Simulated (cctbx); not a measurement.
**Diagnosing a refinement**

Cell a = 6.0420 Å, b = 6.0420 Å, c = 19.2320 Å, α = 90.00°, β = 90.00°, γ = 120.00°; space group R3c (no. 161). The compound is InCS3.

Simulated single-crystal data (cctbx): synchrotron X-rays, λ = 0.6889 Å, to d = 0.8 Å, 70 % of the full sphere, strongest reflection 70000 counts, noise from counting, a 6 % proportional error and a noise floor of 4 counts (s.d.); no absorption.

An anisotropic refinement with weights 1/σ² prints:

```text
Rint 0.043, 274 unique reflections to 0.80 A
cycle     R1     wR2    GooF  max shift (A)
   1  0.0594  0.1567   4.329   0.02824
   2  0.0576  0.1442   3.984   0.00000
final R1 0.0576 wR2 0.1442 GooF 3.984  parameters 12  data/parameter 22.8
atom        x        y        z      Ueq    occ   su(xyz)  su(Uiso or U11)
In1    0.33333  0.66667  0.15049   0.0039  1.000  0.00005  0.0007
S1     0.65862  0.05340  0.06706   0.0043  1.000  0.00048  0.0009
difference map: max 13.08 min -0.60 rms 0.53
Q1    0.0000  0.0000  0.2338    6   13.21  1.67 A from S1
Q2    0.0000  0.0000  0.4835    6    4.23  0.01 A from In1
Q3    0.1005  0.2208  0.2434   18    0.61  0.87 A from S1
Q4    0.2073  0.4466  0.8924   18    0.57  0.78 A from S1
Q5    0.1941  0.3883  0.4737   18    0.51  1.62 A from S1
Q6    0.0118  0.1753  0.2642   18    0.48  0.88 A from S1
```

**Question.** Can this result stand? If not, what is the likely fault?

Mend it. The fault: an atom left out, C at (0, 0, 0.2402). Against the right model at the same level, R1 goes from 0.0135 to 0.0576 and GooF from 0.95 to 3.98 and the top difference peak, 13.2 e/Å³, lies 1.67 Å from S1. Q1 is the missing atom. With scattering power missing, scale and phases suffer, so peaks may also grow on the heavy atoms.

The compound is InCS3. The right model at the same level gives:

```text
Rint 0.043, 274 unique reflections to 0.80 A
cycle     R1     wR2    GooF  max shift (A)
   1  0.0137  0.0355   0.987   0.01982
   8  0.0135  0.0341   0.948   0.00120
final R1 0.0135 wR2 0.0341 GooF 0.948  parameters 15  data/parameter 18.3
atom        x        y        z      Ueq    occ   su(xyz)  su(Uiso or U11)
In1    0.33333  0.66667  0.15032   0.0039  1.000  0.00001  0.0002
S1     0.65853  0.05339  0.06821   0.0053  1.000  0.00023  0.0002
C1     0.00000  0.00000  0.23851   0.0059  1.000  0.00203  0.0015  NPD
Flack x: -0.001(17)
Hooft y: 0.015(52)  Bijvoet pairs: 133
difference map: max 0.32 min -0.27 rms 0.09
Q1    0.1940  0.1066  0.8672   18    0.32  1.70 A from S1
Q2    0.0660  0.1870  0.0994   18    0.31  1.82 A from S1
Q3    0.1667  0.0278  0.8981   18    0.28  1.32 A from S1
Q4    0.0920  0.3700  0.4810   18    0.26  1.86 A from S1
Q5    0.0278  0.1667  0.5741   18    0.26  1.37 A from S1
Q6    0.1135  0.0569  0.6418   18    0.26  1.95 A from C1
```

The model is made up (kin elements in a known structure type, no relaxation), so it says nothing on whether the phase exists.

[Middle refinement cycles are left out of these outputs.]

[Logs are printed without paths, hosts, clocks, repeated set-up lines and the standing remarks that a program may print on its own settings, such as how far it seeks lower states.]
